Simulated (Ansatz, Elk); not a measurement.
# How far do independent atoms describe CaTi2Cd2?

Structure refinements treat a crystal as free atoms side by side. For a made-up structure of CaTi2Cd2 (cell and positions from a r2SCAN relaxation) the runs below show what the calculated density changes in F(hkl).

Main program and level: Elk 11.2.3 (patched build); DFT, PBE, all-electron APW+lo, Dirac cores, scalar-relativistic bands, static density, no spin.

The structure was built from a prototype and need not be the compound's stable phase.

## (1) The structure

It takes space group I4/mmm (No. 139, tetragonal). Conventional cell: a = 4.451 Å, b = 4.451 Å, c = 11.672 Å, α = 90.00°, β = 90.00°, γ = 90.00°. Cd has 4 Ti at 2.93 Å and 4 Cd at 3.15 Å and 4 Ca at 3.67 Å nearest. Nearest to Ti lie 1 Ti at 2.02 Å and 4 Cd at 2.93 Å and 4 Ca at 3.31 Å. Ca has 8 Ti at 3.31 Å and 8 Cd at 3.67 Å nearest. Farther neighbours are not listed.

Coordinates:

```cif
data_structure
_symmetry_space_group_name_H-M 'P 1'
_symmetry_Int_Tables_number 1
_cell_length_a 6.6304
_cell_length_b 6.6304
_cell_length_c 6.6304
_cell_angle_alpha 140.780
_cell_angle_beta 140.780
_cell_angle_gamma 56.671
_cell_volume 115.59
loop_
_atom_site_label
_atom_site_type_symbol
_atom_site_fract_x
_atom_site_fract_y
_atom_site_fract_z
_atom_site_occupancy
Cd1 Cd 0.75000 0.25000 0.50000 1
Cd2 Cd 0.25000 0.75000 0.50000 1
Ti3 Ti 0.41329 0.41329 0.00000 1
Ti4 Ti 0.58671 0.58671 0.00000 1
Ca5 Ca 0.00000 0.00000 0.00000 1
```

## (2) Ground state and structure factors

An all-electron density is needed, since X-rays see the cores too. Task 0 finds the density and task 195 Fourier-transforms it; tshift is off so that phases refer to the origin typed.

elk.in reads:

```
tasks
  0
  195

xctype
  20

spinpol
  .false.

rgkmax
  7.0

gmaxvr
  14.0

lmaxo
  7

lmaxapw
  8

swidth
  0.002

tshift
  .false.

ramdisk
  .false.

hmaxvr
  5.5

maxscl
  120

epspot
  1e-06

sppath
  './'

avec
  -4.20512296638 4.20512296638 11.02833772751
  4.20512296638 -4.20512296638 11.02833772751
  4.20512296638 4.20512296638 -11.02833772751

atoms
  3
  'Cd.in'
  2
  0.7500000000 0.2500000000 0.5000000000   0.000000 0.000000 0.000000
  0.2500000000 0.7500000000 0.5000000000   0.000000 0.000000 0.000000
  'Ti.in'
  2
  0.4132899098 0.4132899098 0.0000000000   0.000000 0.000000 0.000000
  0.5867100902 0.5867100902 0.0000000000   0.000000 0.000000 0.000000
  'Ca.in'
  1
  -0.0000000000 -0.0000000000 -0.0000000000   0.000000 0.000000 0.000000

ngridk
  7 7 7
```

Started as:

```sh
OMP_NUM_THREADS=4 elk
```

Numbers of over 12 decimals in the logs are rounded to 6 here.

Log:

```text
┌─────────────────────────┐
│ Elk code version 11.2.3 │
└─────────────────────────┘

All units are atomic (Hartree, Bohr, etc.)

┌─────────────────────────────────────────────────┐
│ Ground-state run starting from atomic densities │
└─────────────────────────────────────────────────┘

Lattice vectors :
  -4.205122966       4.205122966       11.02833773
   4.205122966      -4.205122966       11.02833773
   4.205122966       4.205122966      -11.02833773

Reciprocal lattice vectors :
 -0.1371134556E-16  0.7470869886      0.2848654739
  0.7470869886     -0.1371134556E-16  0.2848654739
  0.7470869886      0.7470869886     -0.5995037128E-17

Unit cell volume      :    780.0589940
Brillouin zone volume :   0.3179890436

Muffin-tin inner radius fraction :   0.1000000000E-01

Nuclei treated as point charges

Species : 1 (Cd)
 parameters loaded from : Cd.in
 name : cadmium
 nuclear charge    :   -48.00000000
 electronic charge :    48.00000000
 atomic mass :    204912.7176
 muffin-tin radius :    2.600000000
 number of radial points in muffin-tin :   1193
 inner part over the whole radius :   0.9972693929E-02
 number on inner part of muffin-tin    :    850
 approximate nuclear radius :   0.8708852602E-04
 number of mesh points to nuclear radius :    426
 atomic positions (lattice), magnetic fields (Cartesian) :
  1 :  -0.25000000  0.25000000  0.50000000    0.00000000  0.00000000  0.00000000
  2 :   0.25000000 -0.25000000  0.50000000    0.00000000  0.00000000  0.00000000

Species : 2 (Ti)
 parameters loaded from : Ti.in
 name : titanium
 nuclear charge    :   -22.00000000
 electronic charge :    22.00000000
 atomic mass :    87256.20317
 muffin-tin radius :    1.887536318
 number of radial points in muffin-tin :    993
 inner part over the whole radius :   0.9926526928E-02
 number on inner part of muffin-tin    :    694
 approximate nuclear radius :   0.6805665174E-04
 number of mesh points to nuclear radius :    330
 atomic positions (lattice), magnetic fields (Cartesian) :
  1 :   0.41328991  0.41328991  0.00000000    0.00000000  0.00000000  0.00000000
  2 :  -0.41328991 -0.41328991  0.00000000    0.00000000  0.00000000  0.00000000

Species : 3 (Ca)
 parameters loaded from : Ca.in
 name : calcium
 nuclear charge    :   -20.00000000
 electronic charge :    20.00000000
 atomic mass :    73057.72475
 muffin-tin radius :    2.400000000
 number of radial points in muffin-tin :    993
 inner part over the whole radius :   0.9970789793E-02
 number on inner part of muffin-tin    :    698
 approximate nuclear radius :   0.6614485811E-04
 number of mesh points to nuclear radius :    321
 atomic positions (lattice), magnetic fields (Cartesian) :
  1 :   0.00000000  0.00000000  0.00000000    0.00000000  0.00000000  0.00000000

Total number of atoms per unit cell :    5
Total muffin-tin volume :    261.4885950
 ratio of muffin-tin to unit cell volume :   0.3352164350

Spin treatment :
 spin-unpolarised

Number of Bravais lattice symmetries :   16
Number of crystal symmetries         :   16
Crystal has inversion symmetry
Real symmetric eigensolver will be used

k-point grid :      7     7     7
k-point offset :    0.000000000       0.000000000       0.000000000
k-point set is reduced with full crystal symmetry group
Total number of k-points :       40

Muffin-tin radius times maximum |G+k| :    7.000000000
 using average radius
Maximum |G+k| for APW functions       :    3.076903429
Maximum (1/2)|G+k|²                   :    4.733667356
Maximum |G| for potential and density :    14.00000000
Constant for pseudocharge density :    9
 order of it for each species :   16  16  16
 order of it for pair densities of each species (exact exchange by exxq0 0: 17) :   13   5  11
Radial integration step length :    1

G-vector grid sizes :     56    56    56
Number of G-vectors :    36193

Maximum angular momentum used for
 APW functions            :    8
 outer part of muffin-tin :    7
 inner part of muffin-tin :    2

Total nuclear charge    :   -160.0000000
[...]
correlation                 :     -7.871608
 electron entropic           :    -0.24198658430236E-02
 total energy                :     -13581.101321992

Density of states at Fermi energy :    199.2362629
 (states/Hartree/unit cell)

Estimated indirect band gap :   0.6430929013E-03
 from k-point 32 to k-point 2
Estimated direct band gap   :   0.1506668713E-02
 at k-point 2

Charges :
 core                        :    90.00000000
 valence                     :    70.00000000
 interstitial                :    9.267384506
 muffin-tins (core leakage)
  species : 1 (Cd)
   atom 1                    :    46.23986144     (  0.2558947557E-03)
[...]
species : 2 (Ti)
[...]
species : 3 (Ca)
[...]
total in muffin-tins        :    150.7326155
 total calculated charge     :    159.9995750
 total charge                :    160.0000000
 error                       :   0.4250268184E-03

RMS change in Kohn-Sham potential (target) :   0.4062475102     (  0.1000000000E-05)
Absolute change in total energy (target)   :   0.1750969336     (  0.1000000000E-03)

[... loops 3 to 17 left out ...]

┌──────────────────┐
│ Loop number : 18 │
└──────────────────┘

Energies :
 Fermi                       :     0.219727
 sum of occupied eigenvalues :     -8113.8124508195
 electron kinetic            :      14143.895693210
 core electron kinetic       :      13590.923354389
 Coulomb                     :     -27293.690753640
 Coulomb potential           :     -21697.630626164
 nuclear-nuclear             :     -1426.3004993766
 electron-nuclear            :     -30070.332982491
 Hartree                     :      4202.9427282277
 Madelung                    :     -16444.875440558
 xc potential                :     -560.07751786493
 exchange                    :     -422.23065264849
 correlation                 :     -7.877812
 electron entropic           :    -0.26830570024452E-02
 total energy                :     -13579.906208030

Density of states at Fermi energy :    206.2417597
 (states/Hartree/unit cell)

Estimated indirect band gap :   0.3365739147E-03
 from k-point 3 to k-point 13
Estimated direct band gap   :   0.4352008671E-02
 at k-point 11

Charges :
 core                        :    90.00000000
 valence                     :    70.00000000
 interstitial                :    9.631546997
 muffin-tins (core leakage)
  species : 1 (Cd)
[...]
species : 2 (Ti)
[...]
species : 3 (Ca)
[...]
total in muffin-tins        :    150.3684530
 total calculated charge     :    159.9995711
 total charge                :    160.0000000
 error                       :   0.4289032072E-03

RMS change in Kohn-Sham potential (target) :   0.1228400266E-06 (  0.1000000000E-05)
Absolute change in total energy (target)   :   0.4177423943E-04 (  0.1000000000E-03)

Convergence targets achieved

┌──────────────────┐
│ Loop number : 19 │
└──────────────────┘

Energies :
 Fermi                       :     0.219727
 sum of occupied eigenvalues :     -8113.8124357761
 electron kinetic            :      14143.895705475
 core electron kinetic       :      13590.923357137
 Coulomb                     :     -27293.690754616
 Coulomb potential           :     -21697.630623237
 nuclear-nuclear             :     -1426.3004993766
 electron-nuclear            :     -30070.332986485
 Hartree                     :      4202.9427312454
 Madelung                    :     -16444.875442997
 xc potential                :     -560.07751801346
 exchange                    :     -422.23065270461
 correlation                 :     -7.877812
 electron entropic           :    -0.26830580951248E-02
 total energy                :     -13579.906196789

Density of states at Fermi energy :    206.2418331
 (states/Hartree/unit cell)

Estimated indirect band gap :   0.3365641472E-03
 from k-point 3 to k-point 13
Estimated direct band gap   :   0.4352011331E-02
 at k-point 11

Charges :
 core                        :    90.00000000
 valence                     :    70.00000000
 interstitial                :    9.631546793
 muffin-tins (core leakage)
  species : 1 (Cd)
[...]
species : 2 (Ti)
   atom 1                    :    19.39019313     ( -0.5895952171E-08)
   atom 2                    :    19.39019313     ( -0.5895952171E-08)
  species : 3 (Ca)
   atom 1                    :    18.15835978     ( -0.1987925149E-06)
 total in muffin-tins        :    150.3684532
 total calculated charge     :    159.9995711
 total charge                :    160.0000000
 error                       :   0.4289030748E-03

┌──────────────────────────────┐
│ Self-consistent loop stopped │
└──────────────────────────────┘

Warning : core states of species 1 leak from the muffin-tin :   0.2409950665E-03

Wrote STATE.OUT
```

Elapsed: 54 s, on 4 threads of Arm Neoverse V2, shared host; peak memory 0.24 GiB; 2.7 min of CPU time.

SFACRHO.OUT:

```text

h k l indices transformed by vhmat matrix:
   1.000000000       0.000000000       0.000000000    
   0.000000000       1.000000000       0.000000000    
   0.000000000       0.000000000       1.000000000    

      h      k      l  multipl.   |H|            Re(F)            Im(F)           |F|

      0      0      0      1   0.0000000       160.00000     -0.57351686E-16   160.00000    
     -1     -1      1      2  0.56973095      -54.262531      0.48707907E-13   54.262531    
     -1      0      1      8  0.79955444      -15.566340      0.18690200E-16   15.566340    
      1     -1      0      4   1.0565406      -32.307870      0.43043669E-16   32.307870    
     -2     -1      1      8   1.1351097       17.193919     -0.39109226E-16   17.193919    
      2      2     -2      2   1.1394619       77.259516      0.92011021E-13   77.259516    
      0      2     -1      8   1.2003630       110.22295      0.48685709E-13   110.22295    
     -1      1     -1      4   1.4941740       119.04513      0.41149820E-13   119.04513    
      2      2     -3      8   1.5539148      -77.149011     -0.15971161E-12   77.149011    
      2      0     -2      8   1.5991089      -45.779576     -0.97467414E-13   45.779576    
     -3     -2      3      8   1.6083679       39.790817      0.24809098E-16   39.790817    
      1     -2      0     16   1.6946513      -11.850926     -0.75403575E-17   11.850926    
     -3     -3      3      2   1.7091928      -85.793714      0.89311505E-13   85.793714    
     -2     -1      3     16   1.8764407       13.912271      0.21105296E-16   13.912271    
      1      3     -3      8   1.8790767       64.752172      0.85200595E-13   64.752172    
      3      3     -2      8   2.0093825       52.131757      0.10491425E-12   52.131757    
     -2      2      0      4   2.1130811       101.40993     -0.18229326E-17   101.40993    
     -3     -4      4      8   2.1294148       30.636491      0.13882880E-16   30.636491
```

Elk indexes on the primitive cell of elk.in and gives |H| = 4π sin θ/λ in inverse bohr. Below, one row stands for each form hkl of the conventional cell (m members, Friedel mates merged), F is for one primitive cell and the density is static (no thermal factor). Free-atom factors are Waasmaier and Kirfel's, and R is Σm||F|−|F'||/Σm|F|.

```tsv
hkl	m	sin θ/λ (Å⁻¹)	abs F, DFT	neutral atoms	diff.
002	2	0.086	54.263	54.788	-0.525
101	8	0.120	15.566	15.281	+0.285
110	4	0.159	32.308	32.641	-0.333
103	8	0.171	17.194	17.280	-0.086
004	2	0.171	77.260	77.031	+0.229
112	8	0.180	110.223	110.449	-0.226
200	4	0.225	119.045	119.180	-0.135
114	8	0.234	77.149	77.692	-0.543
202	8	0.240	45.780	46.151	-0.371
105	8	0.242	39.791	40.238	-0.447
211	16	0.255	11.851	11.849	+0.002
006	2	0.257	85.794	86.938	-1.144
213	16	0.282	13.912	13.881	+0.032
204	8	0.283	64.752	64.883	-0.131
```

## (3) The highest occupied states alone

An energy window below the Fermi level keeps the highest occupied states, to see at which angles they scatter; shallow core shells can lie inside it and anion s states outside. No new self-consistency is needed.

elk.in, as its differences from that of step 2:

```diff
@@ -1,3 +1,2 @@
 tasks
-  0
   195
@@ -40,2 +39,5 @@
 
+wsfac
+  -0.331510 0.519730
+
 sppath
```

Started as:

```sh
OMP_NUM_THREADS=4 elk
```

Log:

```text
┌─────────────────────────────────┐
│ Elk code version 11.2.3 started │
└─────────────────────────────────┘

Info(readinput): the functional depends on the density's gradient
 muffin-tin radial points multiplied by    2.00000
 (not where nrmtscf is given)

┌────────────────────┐
│ Current task : 195 │
└────────────────────┘
Info(checkmt): changed muffin-tin radius of species 2 (Ti) from   2.4000 to   1.8875

Info(sfacrho): density structure factors written to SFACRHO.OUT

 Energy window :  -0.3315100000      0.5197300000

┌──────────────────┐
│ Elk code stopped │
└──────────────────┘
```

Wall time 14 s (4 threads); peak memory 0.18 GiB; 17 s of CPU time.

States within 15 eV below the Fermi level hold 34.00 electrons; any levels below the window count with the cores. Their amplitudes can exceed the total, where window and core parts have opposite phase:

```tsv
hkl	sin θ/λ (Å⁻¹)	abs F, window	abs F, all
002	0.086	16.727	54.263
101	0.120	3.214	15.566
110	0.159	11.619	32.308
103	0.171	0.123	17.194
004	0.171	12.357	77.260
112	0.180	13.606	110.223
200	0.225	11.366	119.045
114	0.234	9.760	77.149
202	0.240	7.971	45.780
105	0.242	0.907	39.791
```

## (4) Another functional

The difference from free atoms is small, so it is set against the change that LDA (Perdew-Wang) makes.

elk.in, as its differences from that of step 3:

```diff
@@ -1,2 +1,3 @@
 tasks
+  0
   195
@@ -4,3 +5,3 @@
 xctype
-  20
+  3
 
@@ -39,5 +40,2 @@
 
-wsfac
-  -0.331510 0.519730
-
 sppath
```

Started as:

```sh
OMP_NUM_THREADS=4 elk
```

Log:

```text
┌─────────────────────────┐
│ Elk code version 11.2.3 │
└─────────────────────────┘

All units are atomic (Hartree, Bohr, etc.)

┌─────────────────────────────────────────────────┐
│ Ground-state run starting from atomic densities │
└─────────────────────────────────────────────────┘

Lattice vectors :
  -4.205122966       4.205122966       11.02833773
   4.205122966      -4.205122966       11.02833773
   4.205122966       4.205122966      -11.02833773

Reciprocal lattice vectors :
 -0.1371134556E-16  0.7470869886      0.2848654739
[...]
species : 1 (Cd)
[...]
species : 2 (Ti)
[...]
atom 2                    :    19.38942396     ( -0.3117661196E-05)
  species : 3 (Ca)
   atom 1                    :    18.16548514     ( -0.3473982641E-05)
 total in muffin-tins        :    150.4044045
 total calculated charge     :    159.9995524
 total charge                :    160.0000000
 error                       :   0.4475706154E-03

┌──────────────────────────────┐
│ Self-consistent loop stopped │
└──────────────────────────────┘

Warning : core states of species 1 leak from the muffin-tin :   0.2415160661E-03

Wrote STATE.OUT
[key lines of the parts left out:]
total energy                :     -13564.632778236
```

The job ended after 32 s (4 threads; peak memory 0.19 GiB).

Against the first run R = 0.03 %; the largest change is -0.057 at 200.

## (5) A coarser k-mesh

About half the k-points along each axis test the sampling.

elk.in, as its differences from that of step 4:

```diff
@@ -5,3 +5,3 @@
 xctype
-  3
+  20
 
@@ -63,2 +63,2 @@
 ngridk
-  7 7 7
+  4 4 4
```

Started as:

```sh
OMP_NUM_THREADS=4 elk
```

Log:

```text
┌─────────────────────────┐
│ Elk code version 11.2.3 │
└─────────────────────────┘

All units are atomic (Hartree, Bohr, etc.)

┌─────────────────────────────────────────────────┐
│ Ground-state run starting from atomic densities │
└─────────────────────────────────────────────────┘

Lattice vectors :
  -4.205122966       4.205122966       11.02833773
   4.205122966      -4.205122966       11.02833773
   4.205122966       4.205122966      -11.02833773

Reciprocal lattice vectors :
 -0.1371134556E-16  0.7470869886      0.2848654739
[...]
species : 1 (Cd)
[...]
species : 2 (Ti)
[...]
atom 2                    :    19.38560002     ( -0.5949873483E-08)
  species : 3 (Ca)
   atom 1                    :    18.16149481     ( -0.1987951990E-06)
 total in muffin-tins        :    150.3626488
 total calculated charge     :    159.9995886
 total charge                :    160.0000000
 error                       :   0.4113593152E-03

┌──────────────────────────────┐
│ Self-consistent loop stopped │
└──────────────────────────────┘

Warning : core states of species 1 leak from the muffin-tin :   0.2410239809E-03

Wrote STATE.OUT
[key lines of the parts left out:]
total energy                :     -13579.907983467
```

The job ended after 31 s (4 threads; peak memory 0.25 GiB).

Against the first run R = 0.01 %; the largest change is +0.013 at 301.

## (6) Settings against the effect

```tsv
run	R against the first run (%)	R against neutral atoms, low angle (%)	wall time
PBE, rgkmax 7	0.00	0.52	54 s
LDA (Perdew-Wang)	0.03	0.54	32 s
k-mesh 4×4×4	0.01	0.52	31 s
```

## (7) Summary of results

- R against neutral atoms, sin θ/λ < 0.3 Å⁻¹: 0.52 %
- R against neutral atoms, 0.3 to 0.75 Å⁻¹: 0.23 %

What this shows: Independent neutral atoms miss the calculated amplitudes by R = 0.52 % below 0.3 Å⁻¹ and 0.23 % from there to 0.75 Å⁻¹; by shells, 1.43 % below 0.15 Å⁻¹ (2 forms), 0.47 % 0.15 to 0.3 (12 forms), 0.25 % 0.3 to 0.45 (24 forms), 0.23 % above 0.45 (111 forms). Bonding, aspherical density and the tables' own atoms all enter these figures, and the runs don't part them. The largest change of an amplitude is -1.14 electrons, at 006. The window's part falls from 34.0 electrons at the origin to at most 1.31 between 0.45 and 0.75 Å⁻¹, where compact states inside the window still scatter. Below 0.3 Å⁻¹ the changes that finished (LDA (Perdew-Wang) and k-mesh 4×4×4) move F by R = 0.04 % at most, against the 0.52 % that separates it from free atoms. The basis has no finished test. These runs have no spin, though d or f shells may be open. Part of the difference isn't bonding: the tables are fits to free atoms and ions calculated by other methods than this functional. Thermal motion, anomalous dispersion and extinction are left out.

[Logs are printed without paths, hosts, clocks, repeated set-up lines and the standing remarks that a program may print on its own settings, such as how far it seeks lower states.]

[Hosts, paths, dates, database ids (printed as entryN), source tags and the programs' standing remarks are cut or masked in the printed files.]
